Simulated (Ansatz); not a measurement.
The crystal is TiO2 (C2/c).

```xyz
6
Lattice="2.7060 -2.7067 0.0000 2.7060 2.7067 0.0000 -2.6335 0.0000 4.7966" Properties=species:S:1:pos:R:3 pbc="T T T"
Ti    2.0477    1.9807    1.1992
Ti    0.7309   -1.9807    3.5975
O    -0.6205   -0.6563    3.2001
O     3.3990    0.6563    1.5966
O     2.0823   -0.6563    3.9949
O     0.6963    0.6563    0.8018
```

The cell and positions are those that the Materials Project relaxed with its own functionals (PBE, PBE+U or r2SCAN), kept fixed. This is not the form that TiO2 usually takes at ambient conditions.

Gaps computed with Ansatz 0.2.0 without a self-energy: LDA 1.94 eV and PBE0 4.25 eV.

Q: Estimate the G0W0@LDA gap with 6×6×4 mesh, 556 empty bands, screening to 230 eV, PAW set soft_1 files.

About 3.54 eV: on its mesh the run moves the gap from 1.98 eV by +1.60 eV, and the mesh misses the edges by 0.04 eV. Among the scalar-relativistic levels given, PBE0 is nearest (+0.71 eV). Bands and cutoff are finite, so the gap is not at the basis limit. The miss can reach some tenths of an eV and take either sign; the mesh is an error of its own.

[Paths, hosts, dates, memory and timing lines, banners, echoed tables and standing remarks are left out of the program output.]

[Logs are printed without paths, hosts, clocks, repeated set-up lines and the standing remarks that a program may print on its own settings, such as how far it seeks lower states.]

[Runs of the session that timed out or met a known fault of the program may be left out.]

[Cells called generated may have been cut or substituted from an entry of the Crystallography Open Database or the Materials Project.]

[Hosts, paths, dates, database ids (printed as entryN), source tags and the programs' standing remarks are cut or masked in the printed files.]
